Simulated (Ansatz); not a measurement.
# Y on W(110): change of the work function, part 4 of 4

How does Y on the hollow site change the work function of W(110) as the layer fills?

Ansatz 0.2.0; plane-wave DFT, PBE, Ansatz PAW.

So far, work function, upper face (eV): step 2 (the clean slab) 4.84; step 3 (the covered slab, coverage 0.25 ML) 2.28; step 4 (adsorbate added, coverage 0.5 ML) 3.00; step 6 (the slab at 0.25 ML, atoms frozen) 2.28.

## (7) The substrate of the 0.25 ML cell alone

System of this step: Y/W(110), substrate alone, atoms held. The cell holds 16 atoms: 16 W. Cell: a = 5.473 Å, b = 5.473 Å, c = 28.068 Å, α = 90.0°, β = 90.0°, γ = 70.5°. Vacuum lies along c.

The second part, atoms unmoved.

Input file input.yaml:

```yaml
crystal:
  lattice:
    - [4.468914857, -3.16, 0.0]
    - [4.468914857, 3.16, 0.0]
    - [0.0, 0.0, 28.0681967073]
  atoms:
    - { symbol: W, position: [0.0, 0.0, 0.3206476032] }
    - { symbol: W, position: [0.25, 0.25, 0.4002557609] }
    - { symbol: W, position: [-3.52434e-05, -3.52434e-05, 0.4808829893] }
    - { symbol: W, position: [0.2545811917, 0.2545811917, 0.5614636727] }
    - { symbol: W, position: [0.0, 0.5, 0.3206476032] }
    - { symbol: W, position: [0.25, 0.75, 0.4002557609] }
    - { symbol: W, position: [-2.86428e-05, 0.499983701, 0.4808498971] }
    - { symbol: W, position: [0.24437013, 0.7555502483, 0.559106315] }
    - { symbol: W, position: [0.5, 0.0, 0.3206476032] }
    - { symbol: W, position: [0.75, 0.25, 0.4002557609] }
    - { symbol: W, position: [0.499983701, -2.86428e-05, 0.4808498971] }
    - { symbol: W, position: [0.7555502483, 0.24437013, 0.559106315] }
    - { symbol: W, position: [0.5, 0.5, 0.3206476032] }
    - { symbol: W, position: [0.75, 0.75, 0.4002557609] }
    - { symbol: W, position: [0.4999814766, 0.4999814766, 0.4809293128] }
    - { symbol: W, position: [0.7453197208, 0.7453197208, 0.5614911854] }
kpoints:
  mp_grid: { grid: [6, 6, 1] }
hamiltonian:
  xc: pbe
scf:
  occupations: { method: fermi_dirac, width: 0.1 }
  convergence: { dr2_threshold: 1.0e-08 }
efield:
  axis: 3
  dipole_correction: true
  ramp_position: 0.97
  ramp_width: 0.06
output:
  write_potential: true
  write_density: true
  volumetric_format: npy
```

Started as:

```sh
> ansatz run input.yaml --threads 4 --pin off --max-ram 6144MiB --backend cpu --events-out ev --progress --plain --runs-dir out
```

Numbers of over 12 decimals in the logs are rounded to 6 here.

Log:

```text
[...]
Crystal: 16 atoms, lattice volume = 792.745 Å³
Basis set: ecut = 420 eV, 15473 PW (Γ)
Bands: 135, of which v1, the nominal top of the filled ones, is band 112 counted from 1 (111 counted from 0)
Symmetry: 2 space group operations
[...]
k-points: 13 of 36 (time reversal used)
[...]
SCF iter   1: F=—  HF=-166146.160519 eV  |F-HF|=—  |Δ(HF+E_count)|=         —  Δρ=9.14e-3  dr2=8.06e0  ethr=1.77e-3  p=0.001 e·Å  D=2.65e-4 V/Å  ΔV_dip=-0.01 eV  dr2_dipole=4.12e-5  V_vac-E_F(+/−)=5.05/5.06 eV  ⟨swp⟩=9.7  Hψ=8908  notcnv=0
[...]
SCF iter  10: F=-166145.796015 eV  HF=-166145.796015 eV  |F-HF|=4.07e-10  |Δ(HF+E_count)|=   2.88e-9  Δρ=3.51e-7  dr2=2.41e-9  ethr=4.46e-12  p=0.002 e·Å  D=4.67e-4 V/Å  ΔV_dip=-0.01 eV  dr2_dipole=3.32e-12  V_vac-E_F(+/−)=4.88/4.90 eV  ⟨swp⟩=8.5  Hψ=4735  notcnv=0
SCF 1 converged in 10 iterations: F = -166145.796015 eV  dr2 = 2.41e-9
[...]
SCF converged after 10 iterations
Free energy (F): -166145.796015 eV
[...]
Internal energy: -166145.395293 eV  (E = F + TS)
E sigma→0 (E₀):  -166145.595654 eV
Entropy (-TS):   -0.400721 eV (-25.045 meV/atom)
Fermi energy:    3.986417 eV
Dipole field:    D = 0.000469 V/Å  (p = 0.002053 e·Å, saw-weighted, corrected)
Work function:   Φ+ = 4.8826 eV   Φ− = 4.8957 eV
[...]
--- Band table (eV; the first three rows and the last of 13) ---
  k-point 0: bands = [... 108 lower, 4.6166, 4.6954, 4.7085, 4.7129, 4.7167, 4.8696, 5.0484, 5.0966, ... 19 higher]
  k-point 1: bands = [... 108 lower, 4.0405, 4.1102, 4.2267, 4.2950, 4.5104, 5.0834, 5.1843, 5.1950, ... 19 higher]
  k-point 2: bands = [... 108 lower, 3.2026, 3.5453, 3.7035, 4.0106, 4.0859, 4.2692, 4.4900, 4.6961, ... 19 higher]
  k-point 12: bands = [... 108 lower, 3.1763, 3.2200, 3.2264, 3.4214, 3.4219, 3.4485, 3.5902, 3.6329, ... 19 higher]
```

Run time: 59 s. Hardware: 4 threads of Arm Neoverse V2, shared host; peak memory 2.8 GiB; 3.8 min of CPU time.

This step gave:

```
energy at zero smearing   : -166145.5957 eV
work function, upper face : 4.883 eV
dipole along the normal   : 0.002053 e·Å
```

The work function of the upper face is 4.88 eV.

## (8) The adsorbate layer of the 0.25 ML cell alone

System of this step: Y/W(110), adsorbate layer alone, atoms held. The cell holds 1 atom: 1 Y. Cell: a = 5.473 Å, b = 5.473 Å, c = 28.068 Å, α = 90.0°, β = 90.0°, γ = 70.5°. Vacuum lies along c.

The third part; a free layer of atoms may carry a moment, so spin is on.

input.yaml, the sections that differ from step 7:

```yaml
crystal:
  lattice:
    - [4.468914857, -3.16, 0.0]
    - [4.468914857, 3.16, 0.0]
    - [0.0, 0.0, 28.0681967073]
  atoms:
    - { symbol: "Y", position: [0.4997470255, 0.4997470255, 0.6434370661], spin: 1.0 }
magnetization:
  spin_polarized: true
# kpoints, hamiltonian, scf, efield, output: as in step 7
```

Log:

```text
[...]
Crystal: 1 atoms, lattice volume = 792.745 Å³
Basis set: ecut = 420 eV, 15473 PW (Γ)
Bands: 10, of which v1, the nominal top of the filled ones, is band 6 counted from 1 (5 counted from 0)
Symmetry: 4 space group operations
k-points: 13 of 36
[...]
Starting moments: Σ|m| = 1 μB on 1 of 1 site
[...]
SCF iter   1: F=—  HF=-3844.833404 eV  |F-HF|=—  |Δ(HF+E_count)|=         —  Δρ=1.60e-3 (↑1.60e-3 ↓5.26e-4)  dr2=9.08e-2  dr2_m=4.12e-3  M=0.953 μB ∫|m|=0.953 μB  β_m=1.00  ethr=7.91e-4  p=-0.000 e·Å  D=-1.50e-9 V/Å  ΔV_dip=0.00 eV  dr2_dipole=4.82e-12  V_vac-E_F(+/−)=3.03/3.03 eV  ⟨swp⟩=1.0  Hψ=4468  notcnv=0
[...]
spin=Collinear: LDOS preconditioning applied to the charge; magnetization (m = ρ↑ − ρ↓) channel mixes plain (no charge-response kernel on spin).
SCF iter   2: F=—  HF=-3844.833889 eV  |F-HF|=—  |Δ(HF+E_count)|=   4.85e-4  Δρ=1.06e-3 (↑1.06e-3 ↓6.40e-4)  dr2=6.71e-2  dr2_m=5.57e-4  M=0.953 μB ∫|m|=0.953 μB  β_m=0.61  ethr=7.91e-4  p=0.000 e·Å  D=1.62e-6 V/Å  ΔV_dip=-0.00 eV  dr2_dipole=1.23e-9  V_vac-E_F(+/−)=3.04/3.04 eV  ⟨swp⟩=1.8  Hψ=392  notcnv=0
density mixer auto → msr1: a metal under ldos (density of states about μ 2.96 of a free-electron gas's, 30 screened modes)
SCF iter   3: F=—  HF=-3844.830241 eV  |F-HF|=—  |Δ(HF+E_count)|=   3.65e-3  Δρ=8.64e-4 (↑8.64e-4 ↓7.97e-4)  dr2=9.03e-3  dr2_m=3.46e-3  M=0.962 μB ∫|m|=0.962 μB  β_m=0.80  ethr=6.10e-4  p=-0.000 e·Å  D=-6.55e-6 V/Å  ΔV_dip=0.00 eV  dr2_dipole=3.86e-8  V_vac-E_F(+/−)=3.12/3.12 eV  ⟨swp⟩=2.1  Hψ=629  notcnv=0
[...]
SCF iter  19: F=-3844.858919 eV  HF=-3844.858919 eV  |F-HF|=6.82e-11  |Δ(HF+E_count)|=  8.19e-10  Δρ=2.18e-8 (↑2.18e-8 ↓1.75e-8)  dr2=6.18e-12  dr2_m=1.75e-12  M=0.972 μB ∫|m|=0.998 μB  ethr=1.15e-12  p=-0.000 e·Å  D=-7.20e-8 V/Å  ΔV_dip=0.00 eV  dr2_dipole=2.57e-13  V_vac-E_F(+/−)=3.17/3.17 eV  ⟨swp⟩=1.1  Hψ=1183  notcnv=0
SCF 1 converged in 19 iterations: F = -3844.858919 eV  dr2 = 6.18e-12
[...]
SCF converged after 19 iterations
an eigenvalue changed by more than its tolerance at an iteration that met the thresholds in force, so the SCF went on 1 time: the last check found none over its tolerance
Magnetization: 0.9719 μB (5.9859 up, 5.0141 down)
Absolute magnetization: 0.9994 μB (∫|ρ↑−ρ↓|, with the PAW one-centre terms)
[...]
Per-site moments (μB) at R_I (Å): [(0.881627, 2.257728)]
Free energy (F): -3844.858919 eV
[...]
Internal energy: -3844.711648 eV  (E = F + TS)
E sigma→0 (E₀):  -3844.785284 eV
Entropy (-TS):   -0.147271 eV (-147.271 meV/atom)
Fermi energy:    -2.512337 eV
Dipole field:    D = 0.000000 V/Å  (p = 0.000001 e·Å, saw-weighted, corrected)
Work function:   Φ+ = 3.1656 eV   Φ− = 3.1656 eV
[...]
--- Band table (eV; the first three rows and the last of 26) ---
  k-point 0 ↑: bands = [... 2 lower, -27.6459, -27.6431, -4.4889, -2.6631, -2.5487, -1.9318, -1.9277, -1.8354, ... 4 higher]
  k-point 1 ↑: bands = [... 2 lower, -27.6461, -27.6431, -4.3331, -2.6445, -2.5279, -2.0593, -1.9326, -1.8707, ... 4 higher]
  k-point 2 ↑: bands = [... 2 lower, -27.6466, -27.6430, -3.9351, -2.6265, -2.4316, -2.2043, -1.8967, -1.8844, ... 4 higher]
  k-point 12 ↓: bands = [... 2 lower, -27.2440, -27.1411, -2.8156, -1.9536, -1.9351, -1.7850, -1.7345, -1.3210, ... 4 higher]
```

Wall time 15 s (4 threads); peak memory 1.1 GiB.

This step gave:

```yaml
energy_at_zero_smearing: -3844.7853 eV
total_moment: 0.9719 μB
site_moments: 0.8816 μB
work_function_upper_face: 3.166 eV
dipole_along_the_normal: 1.19e-6 e·Å
```

Site moment by atom:

| atom | site moment (μB) |
| --- | --- |
| Y1 | 0.882 |

The free layer carries a moment of 1.0 μB a cell.

## (9) Where the charge went at 0.25 ML

This step: plane-wave DFT, PBE, Ansatz PAW; density difference on adsorption (Ansatz 0.2.0).

The densities of the parts are taken from that of the whole and averaged over planes; the first moment of what is left gives the step in the potential.

Numbers from this step:

```
largest charge moved                 : 0.01226 e/Å²
potential step from the moved charge : -2.591 eV
```

The electron density difference oscillates, so the rows of the table below give means over windows of 1 Å about each position, cut where the curve ends. Its maxima inside the range that stand out by 2 % of the span (Å: e/Å³): 10.8: 3.1e-4, 13.2: 9.3e-4, 14.9: 7.6e-4, 15.6: -0.00333, 17.0: 0.0226, 18.6: 0.00259. Its minima: 8.9: -4.5e-4, 11.3: -6.0e-4, 14.3: -8.9e-4, 15.5: -0.00490, 16.1: -0.0116, 18.1: -0.0128, 19.4: -0.00635.

Planar mean, whole system less its parts. Table of electron density difference by z; means over each step:

| z (Å) | electron density difference (e/Å³) |
| --- | --- |
| 5 | 3.6e-7 |
| 6 | -4.0e-6 |
| 7 | -4.5e-5 |
| 8 | 6.2e-5 |
| 9 | -7.1e-5 |
| 10 | -9.0e-5 |
| 11 | -1.2e-4 |
| 12 | 5.7e-5 |
| 13 | 3.0e-4 |
| 14 | -4.5e-4 |
| 15 | -0.00127 |
| 16 | -0.00516 |
| 17 | 0.0176 |
| 18 | -0.00396 |
| 19 | -0.00269 |
| 20 | -0.00362 |
| 21 | -5.1e-4 |
| 22 | -7.2e-6 |
| 23 | 1.3e-5 |
| 24 | 4.2e-6 |
| 25 | 9.7e-7 |

Planar mean, whole system less its parts. Electrons moved below z against z:

| z (Å) | electrons moved below z (e/Å²) |
| --- | --- |
| 6 | -6.7e-8 |
| 7 | -2.0e-5 |
| 8 | -8.1e-5 |
| 9 | -5.4e-5 |
| 10 | -3.8e-5 |
| 11 | -9.8e-5 |
| 12 | -1.5e-4 |
| 13 | -9.0e-5 |
| 14 | -3.9e-5 |
| 15 | -3.3e-4 |
| 16 | -0.00487 |
| 17 | 0.00369 |
| 18 | 0.00946 |
| 19 | 0.00667 |
| 20 | 0.00140 |
| 21 | 6.6e-5 |
| 22 | -2.5e-5 |
| 23 | -9.6e-6 |
| 24 | -2.4e-6 |
| 25 | -5.2e-7 |

## (10) A changed input

This step: plane-wave DFT, PBE, Ansatz PAW (Ansatz 0.2.0).

System of this step: YW8 (Y/W(110)). The cell holds 18 atoms: 16 W and 2 Y. Cell: a = 5.473 Å, b = 5.473 Å, c = 28.068 Å, α = 90.0°, β = 90.0°, γ = 70.5°. Vacuum lies along c.

An input spoilt on purpose, to show how the run answers: it repeats the earlier run at 0.5 ML with efield.axis from 3 to 1, and scf.max_iter set to 75.

Input file input.yaml:

```yaml
crystal:
  lattice:
    - [4.468914857, -3.16, 0.0]
    - [4.468914857, 3.16, 0.0]
    - [0.0, 0.0, 28.0681967073]
  atoms:
    - { symbol: W, position: [0.0, 0.0, 0.3206476032] }
    - { symbol: W, position: [0.25, 0.25, 0.4002557609] }
    - { symbol: W, position: [0.0, 0.0, 0.4812134119] }
    - { symbol: W, position: [0.25, 0.25, 0.559314934] }
    - { symbol: W, position: [0.0, 0.5, 0.3206476032] }
    - { symbol: W, position: [0.25, 0.75, 0.4002557609] }
    - { symbol: W, position: [0.0, 0.5, 0.4812134119] }
    - { symbol: W, position: [0.25, 0.75, 0.559314934] }
    - { symbol: W, position: [0.5, 0.0, 0.3206476032] }
    - { symbol: W, position: [0.75, 0.25, 0.4002557609] }
    - { symbol: W, position: [0.5, 0.0, 0.4812134119] }
    - { symbol: W, position: [0.75, 0.25, 0.559314934] }
    - { symbol: W, position: [0.5, 0.5, 0.3206476032] }
    - { symbol: W, position: [0.75, 0.75, 0.4002557609] }
    - { symbol: W, position: [0.5, 0.5, 0.4812134119] }
    - { symbol: W, position: [0.75, 0.75, 0.559314934] }
    - { symbol: "Y", position: [0.42, 0.42, 0.6793523968] }
    - { symbol: "Y", position: [0.92, 0.92, 0.6793523968] }
kpoints:
  mp_grid: { grid: [6, 6, 1] }
hamiltonian:
  xc: pbe
scf:
  occupations: { method: fermi_dirac, width: 0.1 }
  convergence: { dr2_threshold: 1.0e-08 }
  max_iter: 75
efield:
  axis: 1
  dipole_correction: true
  ramp_position: 0.97
  ramp_width: 0.06
relax:
  f_tol: 0.02
  max_steps: 60
  constraints: [{ sites: [0, 1, 4, 5, 8, 9, 12, 13] }]
output:
  bader: true
  dos: { projected: true, e_range: [-8, 4] }
  write_potential: true
  write_density: true
  volumetric_format: npy
```

Log:

```text
The last accepted step is kept in <dir> (removed where the run ends without a failure and the disk answers)
Engine: ansatz 0.2.0, aarch64-unknown-linux-gnu
Pseudopotentials: kind: paw
Pseudopotential: W, paw, valence charge 14, recommended cutoff 420 eV (normal), W.paw.azcp
Pseudopotential: Y, paw, valence charge 11, recommended cutoff 420 eV (normal), Y.paw.azcp
Functional definition: PBE
  parameter kappa = 0.804
  parameter beta = 0.066725
  exchange = pbe_x(kappa = kappa, mu = beta*pi^2/3)
  correlation = pbe_c(beta = beta)
Crystal: 18 atoms, lattice volume = 792.745 Å³
Basis set: ecut = 420 eV, 15473 PW (Γ), exchange–correlation on 80×80×384 points (8 copies of the dense FFT grid, shifted against one another)
Bands: 148, of which v1, the nominal top of the filled ones, is band 123 counted from 1 (122 counted from 0)
Symmetry: 1 space group operations
k-points: 20 of 36 (time reversal used)
Non-local potential: W, projectors of the file, l = 0: 3, l = 1: 2, l = 2: 2, l = 3: 1
Non-local potential: Y, projectors of the file, l = 0: 3, l = 1: 2, l = 2: 2, l = 3: 1
PAW form: soft (Blöchl's): semilocal exchange-correlation on the pseudo side does not see the compensation charge
PAW one-centre angular grid: W, 590 points (default); XC on 64 Gauss nodes
PAW one-centre angular grid: Y, 590 points (default); XC on 64 Gauss nodes
Initial density: superposition of atomic densities (neutral atoms: chi_scale 0, normalization atom), corrected by the library's trained network
Initial wavefunctions: pseudopotential atomic-orbital guess
Functional: x = pbe(κ = 0.804, μ = 0.219515), c = pbe(β = 0.066725)
Error: efield: ion 0 (W) at fractional coordinate 0.0000 along the field axis lies inside the sawtooth ramp with 2 of the planes that the density is read on at each end, [0.9200, 0.0800] — the ramp must sit in vacuum (an ion there feels the fictitious reversed slope); set or move the ramp (efield.ramp_position / ramp_width) or move the geometry
```

It took 0.47 s on 4 threads; peak memory 1.3 GiB.

The input was rejected at the start.

The program's message: “Error: efield: ion 0 (W) at fractional coordinate 0.0000 along the field axis lies inside the sawtooth ramp with 2 of the planes that the density is read on at each end, [0.9200, 0.0800] — the ramp mu …”

The fault put into the input: the field along an axis without vacuum.

## (11) Outcome

| Item | Value |
| --- | --- |
| work function of the clean face | 4.84 eV |
| work function at 0.25 ML | 2.28 eV |
| work function at 0.5 ML | 3.00 eV |
| dipole per adsorbate at 0.25 ML, positive end outwards | 1.91 D |
| step of the potential from the moved charge at 0.25 ML, upper less lower side, atoms held | -2.59 eV |

In words: Y lowers the work function of W(110) at the lowest coverage, by 2.56 eV: the adsorbate layer has its positive end outwards. The slab has 4 layers, at the tabulated experimental lattice constant, one starting site was run, and quantum-size effects of a slab this thin can reach one or two tenths of an eV. The main runs have no spin polarisation; a magnetic state could lie lower and would change these results.

[Logs are printed without paths, hosts, clocks, repeated set-up lines and the standing remarks that a program may print on its own settings, such as how far it seeks lower states.]

[Hosts, paths, dates, database ids (printed as entryN), source tags and the programs' standing remarks are cut or masked in the printed files.]

[Maps of the electrostatic potential energy from Ansatz leave out the sawtooth potential of an applied field or a dipole correction, so their vacuum need not be flat; planar profiles and work functions include it.]
